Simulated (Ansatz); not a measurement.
# How TiCo absorbs and reflects light

Aim: the dielectric function of TiCo, and the optical constants that follow from it.

Calculated with Ansatz 0.2.0; DFT, PBEsol, plane-wave PAW, default files, scalar-relativistic, independent-particle optical response without local fields.

**1. Starting point**

Symmetry: Pm-3m, No. 221, cubic system. The conventional cell has a = 2.986 Å, b = 2.986 Å, c = 2.986 Å, α = 90.00°, β = 90.00°, γ = 90.00°. Nearest to Co lie 8 Ti at 2.59 Å. Ti has 8 Co at 2.59 Å nearest. Farther neighbours are not listed.

Coordinates:

```cif
data_structure
_symmetry_space_group_name_H-M 'Pm-3m'
_symmetry_Int_Tables_number 221
_cell_length_a 2.9861
_cell_length_b 2.9861
_cell_length_c 2.9861
_cell_angle_alpha 90.000
_cell_angle_beta 90.000
_cell_angle_gamma 90.000
_cell_volume 26.63
loop_
_atom_site_label
_atom_site_type_symbol
_atom_site_symmetry_multiplicity
_atom_site_Wyckoff_symbol
_atom_site_fract_x
_atom_site_fract_y
_atom_site_fract_z
_atom_site_occupancy
Co1 Co 1 b 0.50000 0.50000 0.50000 1
Ti1 Ti 1 a 0.00000 0.00000 0.00000 1
```

**2. Ground state and bands**

First the ground state: is it a metal or has it a gap?

This step: DFT, PBEsol, plane-wave PAW, default files, scalar-relativistic, ground state (Ansatz 0.2.0).

input.yaml reads:

```yaml
crystal:
  lattice:
    - [2.98611099, 0.0, 0.0]
    - [0.0, 2.98611099, 0.0]
    - [0.0, 0.0, 2.98611099]
  atoms:
    - { symbol: Co, position: [0.5, 0.5, 0.5] }
    - { symbol: Ti, position: [0.0, 0.0, 0.0] }
kpoints:
  mp_grid: { grid: [8, 8, 8] }
  band_path:
    path:
      - [[0.0, 0.0, 0.0], [0.0, 0.5, 0.0], [0.5, 0.5, 0.0], [0.0, 0.0, 0.0], [0.5, 0.5, 0.5], [0.0, 0.5, 0.0]]
      - [[0.5, 0.5, 0.0], [0.5, 0.5, 0.5]]
    npoints: 8
scf:
  occupations: { method: fermi_dirac, width: 0.05 }
  n_extra_bands: 6
hamiltonian:
  xc: pbesol
  pseudopotentials: { kind: paw }
output:
  forces: true
  stress: true
  populations: true
  write_bands: true
```

Launch:

```console
$ ansatz run input.yaml --threads 4 --pin off --max-ram 8192MiB --backend cpu --events-out ev --progress --plain --runs-dir out
```

Numbers of over 12 decimals in the logs are rounded to 6 here.

The log of the run:

```text
scf.n_extra_bands = 6 over 15 filled bands (N_el = 29.0): the run solves 21 bands
Engine: ansatz 0.2.0, x86_64-unknown-linux-gnu
Pseudopotentials: kind: paw
Pseudopotential: Co, paw, valence charge 17, recommended cutoff 420 eV (normal), Co.paw.azcp
Pseudopotential: Ti, paw, valence charge 12, recommended cutoff 420 eV (normal), Ti.paw.azcp
Functional definition: PBEsol
  exchange = pbesol_x
  correlation = pbesol_c
Crystal: 2 atoms, lattice volume = 26.627 Å³
Basis set: ecut = 420 eV, 485 PW (Γ), exchange–correlation on 40×40×40 points (8 copies of the dense FFT grid, shifted against one another)
Bands: 21, of which v1, the nominal top of the filled ones, is band 15 counted from 1 (14 counted from 0)
Symmetry: 48 space group operations
Space group: Pm-3m (ITA 221), of the structure as read, at distance tolerance 3.0e-5 Å
k-points: 35 of 512
Non-local potential: Co, projectors of the file, l = 0: 3, l = 1: 2, l = 2: 3, l = 3: 1
Non-local potential: Ti, projectors of the file, l = 0: 3, l = 1: 2, l = 2: 3, l = 3: 1
PAW form: soft (Blöchl's): semilocal exchange-correlation on the pseudo side does not see the compensation charge
PAW frozen core: Co, regenerated for the run's functional, and the local potential with it (the file was generated under x = pbe(κ = 0.804, μ = 0.219515), c = pbe(β = 0.066725))
PAW frozen core: Ti, regenerated for the run's functional, and the local potential with it (the file was generated under x = pbe(κ = 0.804, μ = 0.219515), c = pbe(β = 0.066725))
PAW one-centre angular grid: Co, 590 points (default); XC on 64 Gauss nodes
PAW one-centre angular grid: Ti, 590 points (default); XC on 64 Gauss nodes
Initial density: superposition of atomic densities (neutral atoms: chi_scale 0, normalization atom), corrected by the library's trained network
Initial wavefunctions: pseudopotential atomic-orbital guess
Functional: x = pbesol(κ = 0.804, μ = 0.123457), c = pbesol(β = 0.046)
SCF iter   1: F=—  HF=-7567.685408 eV  |F-HF|=—  |Δ(HF+E_count)|=         —  Δρ=2.24e-2  dr2=8.06e-2  ethr=1.77e-3  ⟨swp⟩=3.9  Hψ=2768  notcnv=0  defer=1
preconditioner: auto → none  [metal: Δε(μ)=0.067 eV  Ē_g=5.716 eV  σ=0.050 eV  W_gap=0.30  n_scr=6 (ndim 8)  ℏωp=25.9 eV  f_vac=0.000  D(μ)=1.79/eV (n_scr^D=18)  sad-step TF]
SCF iter   2: F=—  HF=-7567.677114 eV  |F-HF|=—  |Δ(HF+E_count)|=   8.29e-3  Δρ=6.81e-3  dr2=7.34e-3  ethr=2.78e-4  ⟨swp⟩=2.0  Hψ=1201  notcnv=0  defer=14
SCF iter   3: F=—  HF=-7567.675749 eV  |F-HF|=—  |Δ(HF+E_count)|=   1.37e-3  Δρ=1.50e-3  dr2=4.51e-4  ethr=2.53e-5  ⟨swp⟩=2.0  Hψ=1118  notcnv=0  defer=14
SCF iter   4: F=—  HF=-7567.675707 eV  |F-HF|=—  |Δ(HF+E_count)|=   4.26e-5  Δρ=2.21e-4  dr2=9.50e-6  ethr=1.56e-6  ⟨swp⟩=1.0  Hψ=721  notcnv=0  defer=14
SCF iter   5: F=—  HF=-7567.675645 eV  |F-HF|=—  |Δ(HF+E_count)|=   6.15e-5  Δρ=1.58e-5  dr2=4.12e-8  ethr=3.28e-8  ⟨swp⟩=1.4  Hψ=754  notcnv=0  defer=14
SCF iter   6: F=-7567.675645 eV  HF=-7567.675645 eV  |F-HF|=1.36e-9  |Δ(HF+E_count)|=   1.27e-8  Δρ=2.91e-6  dr2=1.52e-9  ethr=1.42e-10  ⟨swp⟩=4.0  Hψ=2761  notcnv=0
SCF 1 converged in 6 iterations: F = -7567.675645 eV  dr2 = 1.52e-9
  greatest PAW one-centre occupation: 1.000 electrons in one spin orbital (limit 2), on the Co atom at site 0 (counted from 0), in its partial waves of l = 1
NSCF: frozen V_eff on 50 k-points
SCF converged after 6 iterations
Free energy (F): -7567.675645 eV
Harris-Foulkes:  -7567.675645 eV  (|F-HF|=1.36e-9)
Internal energy: -7567.658706 eV  (E = F + TS)
E sigma→0 (E₀):  -7567.667176 eV
Entropy (-TS):   -0.016939 eV (-8.469 meV/atom)
Fermi energy:    16.447743 eV
--- Per-component energies (eV) ---
  E_band       = -404.926069
  E_kinetic    = 729.193686
  E_local      = -3885.984462  (includes V_loc(G=0)·N_el)
  E_nonlocal   = 463.101572
  E_hartree    = 1637.438982
  E_xc         = -255.426119
  E_vxc        = -327.312154  (∫ρ·V_xc dr)
  E_paw        = -2505.260882  (= ΣΔE_a)
  E_vpaw       = -658.805642  (= ΣTr[D̂ρ^β])
  E_aug_tail   = 0.000154  (compensation charges beyond the density's cutoff)
  E_ewald      = -3751.049440
  E_core_change = 0.327804  (= ΣΔE_core)
  E_smearing   = -0.016939  (= −TS)
  E_closure    = 0.000000  (closes the sum)
  Σ components = -7567.675645   (vs F -7567.675645, Δ=0.00e0)
--- Forces (eV/Å), atoms counted from 1 ---
  atom   1  Co     0.00000000    -0.00000000     0.00000000
  atom   2  Ti    -0.00000000     0.00000000    -0.00000000
  max |Σ_I F_I| component: 1.51e-28 eV/Å
--- Stress (GPa, compression-positive) ---
       -9.469783       0.000000       0.000000
        0.000000      -9.469783       0.000000
        0.000000       0.000000      -9.469783
  P = ⅓ Tr σ = -9.4698 GPa (-94.698 kbar)
--- Band table (eV; the first three rows and the last of 35) ---
  k-point 0: bands = [... 11 lower, 15.0271, 15.0271, 15.0271, 17.2402, 17.2402, 19.1954, 19.1954, 19.1954, ... 2 higher]
  k-point 1: bands = [... 11 lower, 15.0068, 15.0068, 15.0829, 17.0812, 17.2956, 18.7938, 18.7938, 19.1268, ... 2 higher]
  k-point 2: bands = [... 11 lower, 14.9682, 14.9682, 15.2260, 16.6374, 17.3271, 18.0047, 18.0047, 18.9526, ... 2 higher]
  k-point 34: bands = [... 11 lower, 14.3495, 14.3495, 14.3495, 15.9031, 15.9031, 19.6007, 19.6007, 23.4688, ... 2 higher]
--- Löwdin populations: 2 sites ---
  site symbol       q [e]
     0     Co     16.8573
     1     Ti     11.7838
  spilling = 0.012375 (of n_electrons = 29.000000)
```

Elapsed: 1.8 s, on 4 threads of Intel Xeon at 2.50GHz (Skylake/Cascade Lake), shared host; peak memory 0.35 GiB.

In the SCF lines HF is the Harris–Foulkes energy and dr2 the Hartree energy of the density residual, in eV; the loop may stop once dr2 is under the threshold and the program's other checks hold. Hψ counts applications of the Hamiltonian.

This run has no spin polarisation, although Co can carry a moment.

This step gave:

| Property | Result |
| --- | --- |
| free energy | -7567.6756 eV |
| Fermi energy | 16.45 eV |
| electrons | 29 |
| symmetry operations | 48 |
| pressure | -9.470 GPa |
| volume | 26.63 Å³ |
| gap on the path | 0 eV |

There are states at the Fermi level within the smearing, so the occupations stay smeared and the carriers get a Drude term. The cell is left with a pressure of -9.5 GPa, as it stands unrelaxed at this level.

The electronic bands at the labelled points (eV, zero at the Fermi level; # counts the bands kept):

| point | #4 | #5 | #6 | #7 | #8 | #9 | #10 | #11 |
| --- | --- | --- | --- | --- | --- | --- | --- | --- |
| Γ | -1.42 | -1.42 | -1.42 | 0.79 | 0.79 | 2.75 | 2.75 | 2.75 |
| halfway | -1.48 | -1.48 | -1.22 | 0.19 | 0.88 | 1.56 | 1.56 | 2.50 |
| X | -1.50 | -1.50 | -0.99 | -0.78 | 0.11 | 0.65 | 0.65 | 2.23 |
| halfway | -1.97 | -1.86 | -1.24 | -0.22 | 0.47 | 1.27 | 1.80 | 2.44 |
| M | -2.37 | -0.57 | -0.14 | 0.62 | 0.62 | 1.25 | 2.61 | 2.61 |
| halfway | -1.90 | -1.69 | -1.33 | 0.50 | 0.73 | 0.87 | 1.46 | 2.64 |
| Γ | -1.42 | -1.42 | -1.42 | 0.79 | 0.79 | 2.75 | 2.75 | 2.75 |
| halfway | -2.15 | -2.10 | -2.10 | 0.71 | 0.71 | 1.61 | 1.61 | 1.96 |
| R | -2.10 | -2.10 | -2.10 | -0.55 | -0.55 | 3.15 | 3.15 | 7.02 |
| halfway | -2.30 | -2.01 | -1.44 | -0.25 | 0.35 | 1.25 | 2.44 | 3.82 |
| X | -1.50 | -1.50 | -0.99 | -0.78 | 0.11 | 0.65 | 0.65 | 2.23 |
| jump to M | -2.37 | -0.57 | -0.14 | 0.62 | 0.62 | 1.25 | 2.61 | 2.61 |
| halfway | -2.47 | -1.03 | -1.03 | -0.56 | -0.18 | 1.94 | 3.12 | 5.14 |
| R | -2.10 | -2.10 | -2.10 | -0.55 | -0.55 | 3.15 | 3.15 | 7.02 |

**3. Spectrum**

The spectrum is a sum over vertical transitions between filled and empty bands at the fixed density, so many empty bands are needed.

This step: DFT, PBEsol, plane-wave PAW, default files, scalar-relativistic, independent-particle optical response without local fields (Ansatz 0.2.0).

input.yaml, the sections that differ from step 2:

```yaml
kpoints:
  mp_grid: { grid: [11, 11, 11] }
scf:
  occupations: { method: fermi_dirac, width: 0.05 }
output:
  optics:
    e_range: [0, 14]
    de: 0.05
    sigma: 0.1
    drude_damping: 0.05
    nscf_kmesh: { grid: [14, 14, 14] }
    bands: { spectra_wanted_up_to: 14 }
# crystal, hamiltonian: as in step 2
```

The log of the run:

```text
[...]
Crystal: 2 atoms, lattice volume = 26.627 Å³
Basis set: ecut = 420 eV, 485 PW (Γ)
Bands: 19, of which v1, the nominal top of the filled ones, is band 15 counted from 1 (14 counted from 0)
[... 1 set-up line as in the run before ...]
[...]
k-points: 56 of 1331
[...]
SCF iter   1: F=—  HF=-7567.675882 eV  |F-HF|=—  |Δ(HF+E_count)|=         —  Δρ=2.00e-2  dr2=6.21e-2  ethr=1.77e-3  ⟨swp⟩=3.4  Hψ=4061  notcnv=0
[...]
SCF iter   8: F=-7567.667953 eV  HF=-7567.667953 eV  |F-HF|=0.00e0  |Δ(HF+E_count)|=  2.73e-12  Δρ=5.70e-8  dr2=4.80e-13  ethr=1.00e-12  ⟨swp⟩=2.1  Hψ=2112  notcnv=0
SCF 1 converged in 8 iterations: F = -7567.667953 eV  dr2 = 4.80e-13
[...]
NSCF: frozen V_eff on 120 k-points
output.optics: what the bands over the 30 summed would add to eps1, eps2 and the energy-loss function is held between a lower and an upper bound (8 Lanczos steps). eps1, eps2 and their loss function (loss_summed_bands) are given on every row as the summed bands alone make them. Along an axis, on a row where the two bounds hold the loss function to about 1 % of the greater of itself and 0.5 % of |1/eps|, its cell (loss_completed) is given, with the completed eps1 and eps2 that it is formed of (a cell that is left empty reads nan in the table and null in the record). The two bounds hold it so along every axis on all 280 rows up to 14.000 eV. [rest of the remark cut]
SCF converged after 8 iterations
Free energy (F): -7567.667953 eV
[...]
Internal energy: -7567.644803 eV  (E = F + TS)
E sigma→0 (E₀):  -7567.656378 eV
Entropy (-TS):   -0.023151 eV (-11.575 meV/atom)
Fermi energy:    16.451297 eV
[...]
--- Band table (eV; the first three rows and the last of 56) ---
  k-point 0: bands = [... 11 lower, 15.0396, 15.0396, 15.0396, 17.2522, 17.2522, 19.2068, 19.2068, 19.2068]
  k-point 1: bands = [... 11 lower, 15.0283, 15.0283, 15.0697, 17.1673, 17.2839, 18.9809, 18.9809, 19.1698]
  k-point 2: bands = [... 11 lower, 15.0014, 15.0014, 15.1532, 16.9213, 17.3448, 18.4547, 18.4547, 19.0676]
  k-point 55: bands = [... 11 lower, 14.3671, 14.3769, 14.3769, 15.9768, 15.9768, 19.5081, 19.5081, 23.5016]
```

It took 33 s on 4 threads; peak memory 1.2 GiB; 1.9 min of CPU time.

Numbers from this step:

```
main peak of the optical conductivity above 1 eV, first axis : 2.519 eV
Drude plasma energy, first axis                              : 5.704 eV
bands summed                                                 : 30
spectra valid up to                                          : 24.16 eV
program's estimate of the k-sum error in Im epsilon          : 0.19 %
electrons in the f-sum                                       : 13.07
```

Im ε, any direction against photon energy; read off at these points:

| photon energy (eV) | Im ε, any direction |
| --- | --- |
| 0.500 | 46.3 |
| 0.750 | 28.4 |
| 1.000 | 14.4 |
| 1.250 | 12.3 |
| 1.500 | 14.2 |
| 1.750 | 21.3 |
| 2.000 | 24.8 |
| 2.250 | 27.1 |
| 2.500 | 40.5 |
| 2.750 | 29.2 |
| 3.000 | 17.7 |
| 3.250 | 20.5 |
| 3.500 | 20.0 |
| 3.750 | 20.6 |
| 3.900 | 25.3 |
| 4.000 | 24.7 |
| 4.250 | 17.8 |
| 4.500 | 10.9 |
| 4.750 | 8.25 |
| 5.000 | 6.37 |
| 5.250 | 5.46 |
| 5.500 | 4.96 |
| 5.750 | 3.43 |
| 6.000 | 2.86 |
| 6.250 | 2.81 |
| 6.500 | 4.73 |
| 6.750 | 3.32 |
| 7.000 | 2.19 |
| 7.250 | 2.40 |
| 7.500 | 2.65 |
| 7.750 | 2.33 |
| 8.000 | 2.85 |
| 8.250 | 2.68 |
| 8.500 | 2.17 |
| 8.750 | 1.62 |
| 9.000 | 1.89 |
| 9.250 | 2.30 |
| 9.500 | 2.39 |
| 9.750 | 2.39 |
| 10.000 | 2.42 |
| 10.250 | 2.42 |
| 10.500 | 2.47 |
| 10.750 | 2.22 |
| 11.000 | 1.99 |
| 11.250 | 1.88 |
| 11.500 | 1.81 |
| 11.750 | 1.71 |
| 12.000 | 1.60 |
| 12.250 | 1.53 |
| 12.500 | 1.48 |
| 12.750 | 1.44 |
| 13.000 | 1.36 |
| 13.250 | 1.32 |
| 13.500 | 1.28 |
| 13.750 | 1.24 |
| 14.000 | 1.20 |

The Re ε, any direction by photon energy:

photon energy (eV), Re ε, any direction and a bar from the least value:
```
      0.5       -111 
      1.0        -17 #######################
      1.5         11 #############################
      2.0         13 ##############################
      2.5          5 ############################
      3.0         -3 ##########################
      3.5         -3 ##########################
      4.0         -8 #########################
      4.5        -13 ########################
      5.0         -9 #########################
      5.5         -7 #########################
      6.0         -5 ##########################
      6.5         -2 ##########################
      7.0         -3 ##########################
      7.5         -3 ##########################
      8.0         -2 ##########################
      8.5         -2 ##########################
      9.0          0 ###########################
      9.5         -1 ###########################
     10.0         -1 ###########################
     10.5         -1 ###########################
     11.0         -1 ###########################
     11.5         -1 ###########################
     12.0         -1 ###########################
     12.5          0 ###########################
     13.0          0 ###########################
     13.5          0 ###########################
     14.0          0 ###########################
```

The loss function −Im 1/ε at q → 0, any direction has structure finer than the step of the table below, so its rows give means over 0.5 eV, whole bins alone (the curve runs from 0.3 to 14 eV). Peaks (eV: height): 7.25: 0.319, 8.95: 0.516.

The loss function −Im 1/ε at q → 0, any direction by energy loss; means over each step:

| energy loss (eV) | loss function −Im 1/ε at q → 0, any direction |
| --- | --- |
| 1.0 | 0.0355 |
| 1.5 | 0.0517 |
| 2.0 | 0.0312 |
| 2.5 | 0.0261 |
| 3.0 | 0.0474 |
| 3.5 | 0.0491 |
| 4.0 | 0.0375 |
| 4.5 | 0.0380 |
| 5.0 | 0.0524 |
| 5.5 | 0.0663 |
| 6.0 | 0.101 |
| 6.5 | 0.157 |
| 7.0 | 0.169 |
| 7.5 | 0.239 |
| 8.0 | 0.268 |
| 8.5 | 0.285 |
| 9.0 | 0.453 |
| 9.5 | 0.401 |
| 10.0 | 0.390 |
| 10.5 | 0.374 |
| 11.0 | 0.420 |
| 11.5 | 0.479 |
| 12.0 | 0.543 |
| 12.5 | 0.611 |
| 13.0 | 0.677 |
| 13.5 | 0.746 |

The reflectivity at normal incidence, any direction has structure finer than the step of the table below, so its rows give means over 0.5 eV, whole bins alone (the curve runs from 0.3 to 14 eV). Peaks (eV: height): 2.75: 66.4, 4.45: 73.1, 6.85: 62.8, 7.50: 52.5, 8.55: 47.5, 10.80: 33.1.

The reflectivity at normal incidence, any direction by photon energy; means over each step:

photon energy (eV), reflectivity at normal incidence, any direction (%) and a bar from the least value:
```
      1.0       72.4 ##############################
      1.5       44.3 #############
      2.0       52.1 ##################
      2.5       61.6 #######################
      3.0       58.2 #####################
      3.5       55.6 ####################
      4.0       63.4 ########################
      4.5       72.6 ##############################
      5.0       71.3 #############################
      5.5       69.5 ############################
      6.0       66.1 ##########################
      6.5       51.4 #################
      7.0       58.3 #####################
      7.5       45.7 ##############
      8.0       40.4 ##########
      8.5       45.0 #############
      9.0       29.8 ####
      9.5       28.0 ###
     10.0       28.5 ###
     10.5       30.8 #####
     11.0       32.4 ######
     11.5       30.6 ####
     12.0       29.3 ####
     12.5       27.0 ##
     13.0       25.4 #
     13.5       23.4
```

Values under 1 per cm are given as 1. Absorption coefficient, any direction against photon energy:

photon energy (eV), log10 absorption coefficient, any direction (1/cm) and a bar from the least value:
```
    0.500        5.7 ###########
    1.000        5.6 #######
    1.500        5.5 
    2.000        5.7 ###########
    2.500        6.0 ######################
    3.000        6.0 ####################
    3.500        6.1 ########################
    4.000        6.2 #############################
    4.500        6.2 ##############################
    5.000        6.2 #############################
    5.500        6.2 ############################
    6.000        6.1 ##########################
    6.500        6.1 #########################
    7.000        6.1 #########################
    7.500        6.1 ##########################
    8.000        6.1 #########################
    8.500        6.1 #########################
    9.000        6.0 ####################
    9.500        6.1 #######################
   10.000        6.1 ########################
   10.500        6.1 ##########################
   11.000        6.1 ##########################
   11.500        6.1 #########################
   12.000        6.1 #########################
   12.500        6.1 #########################
   13.000        6.1 ########################
   13.500        6.1 ########################
   14.000        6.1 ########################
```

Optical constants at common wavelengths, from n + ik = √ε:

| wavelength (nm) | n | k | R (%) | 1/α |
| --- | --- | --- | --- | --- |
| 1550 | 1.74 | 6.684 | 86.7 | 18 nm |
| 633 | 4.53 | 2.707 | 52.2 | 19 nm |
| 532 | 5.06 | 3.141 | 56.5 | 13 nm |
| 405 | 2.88 | 3.164 | 54.0 | 10 nm |
| 365 | 3.09 | 3.438 | 56.7 | 8.4 nm |
| 308 | 2.93 | 4.174 | 64.4 | 5.9 nm |
| 193 | 1.02 | 1.776 | 43.7 | 8.6 nm |

In reflection the computed colour is faintly blue: x = 0.295, y = 0.311, luminous reflectivity 55 %.

**4. Outcome**

- gap on the path: 0 eV
- main peak of the optical conductivity above 1 eV, first axis: 2.52 eV
- Drude plasma energy, first axis: 5.70 eV

At this level (PBEsol, independent particles) TiCo is a metal with a Drude plasma energy of 5.7 eV; it reflects 54 % at 550 nm. Along x the bare Drude plasma energy is 5.7 eV; Re ε first rises through zero at 1.28 eV, far lower, because interband transitions screen the carriers. Im ε is 12 there, so the loss peak at that energy is weak. In reflection the computed colour is faintly blue: x = 0.295, y = 0.311, luminous reflectivity 55 %. In the base run ε includes the program's bounded estimate of what the bands above those summed add. The carriers' damping of 0.05 eV is typed, not computed; at 0.8 eV the carriers give 14 % of Im ε along the first axis; the rest comes from the sum over bands, which at low energy also holds close bands and the noise of the mesh. The run has no spin polarisation; magnetic order or correlation, untested here, could change the spectrum. The Fermi-Dirac width of 0.05 eV acts as an electron temperature of 580 K in the carriers' term.

[Logs are printed without paths, hosts, clocks, repeated set-up lines and the standing remarks that a program may print on its own settings, such as how far it seeks lower states.]

[Hosts, paths, dates, database ids (printed as entryN), source tags and the programs' standing remarks are cut or masked in the printed files.]
